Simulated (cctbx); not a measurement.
# Resonant diffraction in Mo2Rh3S2

Space group R-3m (no. 166), a = 5.3820 Å, b = 5.3820 Å, c = 12.8240 Å, α = 90.00°, β = 90.00°, γ = 120.00°.

```
atom  mult.    x    y       z  Ueq (Å²)
 Rh1      9  1/3  1/6     1/6    0.0048
 Mo1      3  1/3  2/3     1/6    0.0034
 Mo2      3    0    0       0    0.0037
  S1      6  1/3  2/3  0.3787    0.0062
```

The model is made up (kin elements in a known structure type, no relaxation), so it says nothing on whether the phase exists.

Calculated with cctbx: free-atom f′ and f″ from the Sasaki tables, no fine structure; amplitudes in electrons.

| E (eV) | F 0 2 1 | F 1 1 3 | F 1 0 4 | F 3 0 3 |
| --- | --- | --- | --- | --- |
| 22620 | 295.6 | 134.7 | 134.3 | 104.1 |
| 22970 | 289.1 | 132.5 | 137.1 | 101.9 |
| 23100 | 283.0 | 130.4 | 139.4 | 100.0 |
| 23160 | 277.2 | 128.5 | 141.4 | 98.1 |
| 23190 | 271.4 | 126.6 | 143.4 | 96.3 |
| 23205 | 265.8 | 124.7 | 145.3 | 94.5 |
| 23212 | 260.8 | 123.0 | 147.0 | 92.9 |
| 23216 | 255.4 | 121.2 | 148.8 | 91.1 |
| 23224 | 249.0 | 118.9 | 150.9 | 89.0 |
| 23228 | 259.6 | 122.4 | 147.4 | 92.4 |
| 23235 | 266.1 | 124.6 | 145.2 | 94.6 |
| 23250 | 272.6 | 126.8 | 143.0 | 96.6 |
| 23280 | 279.0 | 128.9 | 140.9 | 98.7 |
| 23370 | 287.2 | 131.7 | 138.3 | 101.3 |
| 23620 | 296.1 | 134.7 | 135.7 | 104.2 |

**Question.** Which edge is crossed, and why do the reflections move as they do?

The K edge of Rh. The edge is at 23220 eV. f′ of Rh falls from -4.7 e at 23100 eV to -7.8 e at 4 eV below it, and f″ steps from 0.55 to 3.65 e across it. Over that approach |F| changes by -10 % (0 2 1), -7 % (1 1 3), +7 % (1 0 4) and -9 % (3 0 3): a reflection falls where Rh scatters in phase with the total and rises where it scatters against it; it hardly moves where the Rh term is small or cancels by symmetry. Above the edge the larger f″ enters the imaginary part, where it can add to or cancel the other atoms' f″. The structure is centrosymmetric, so Friedel mates stay equal.

[Logs are printed without paths, hosts, clocks, repeated set-up lines and the standing remarks that a program may print on its own settings, such as how far it seeks lower states.]
